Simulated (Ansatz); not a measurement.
**Re (P6_3/mmc): the Drude term of Re ε in the infrared**

Re ε of Re (P6_3/mmc) along x at low photon energies is read from one computed spectrum; the carriers' damping was typed as γ = 0.05 eV. x, y and z are the Cartesian axes of the input cell.

Symmetry: P6_3/mmc, No. 194, hexagonal system. The conventional cell has a = 2.761 Å, b = 2.761 Å, c = 4.458 Å, α = 90.00°, β = 90.00°, γ = 120.00°. Around Re on site c lie 12 Re at 2.74 to 2.76 Å.

Method: Ansatz 0.2.0, r2SCAN, independent particles, k-mesh 18×18×9 with interpolation inside its cells, Gaussian parameter 0.1 eV.

Launch of the response step: `ansatz run input.yaml --threads 4 --pin off --max-ram 8192MiB --backend cpu --events-out ev --progress --plain --runs-dir out`. The run took 5.5 min, on 4 threads of Intel(R) Xeon(R) Processor @ 2.50GHz (Skylake/Cascade Lake), on a shared host.

```
photon energy E (eV)  wavelength (µm)    Re ε
                0.25             4.96  -649.5
                0.30             4.13       ?
                0.35             3.54  -327.4
                0.40             3.10  -259.1
                0.50             2.48  -183.4
                0.60             2.07  -129.4
                0.70             1.77   -89.6
```

A Drude term over a constant background gives Re ε = ε_b − ωp²/(E² + γ²), linear in 1/(E² + γ²).

Working, on the rows shown:

| x = 1/(E² + γ²) (eV⁻²) | y = Re ε |
| --- | --- |
| 15.3846 | -649.5 |
| 8 | -327.4 |
| 6.15385 | -259.1 |
| 3.9604 | -183.4 |
| 2.75862 | -129.4 |
| 2.03046 | -89.6 |

Means: x̄ = 6.3813, ȳ = -273.07. Σ(x − x̄)(y − ȳ) = -5016, Σ(x − x̄)² = 121.6. Slope = -5016 / 121.6 = -41.23; intercept = ȳ − slope · x̄ = -9.9345. The line misses the rows shown by at most 12.

Question: Predict the last column of the withheld row from the fit.

Answer: At x = 10.811 the line gives y = -455.72. The run gave -444.3, so the interpolation is off by 11, 2 % of the range in the table.

Refitted with all rows, the slope is -40.92 and the intercept -10.499. These give ωp = √(−slope) = 6.40 eV, against 6.99 eV from the program's Fermi-surface sum, and an intercept of -10.5. Taking the program's Drude term off the rows leaves 103 at the lowest energy and 10 at the highest, so the background isn't constant: interband transitions lie in or near the window, and neither fitted number can be trusted. The values come from a sum over the points of one k-mesh and carry its error, which is largest for Fermi-surface quantities. Spin-orbit coupling is left out.

[Logs are printed without paths, hosts, clocks, repeated set-up lines and the standing remarks that a program may print on its own settings, such as how far it seeks lower states.]
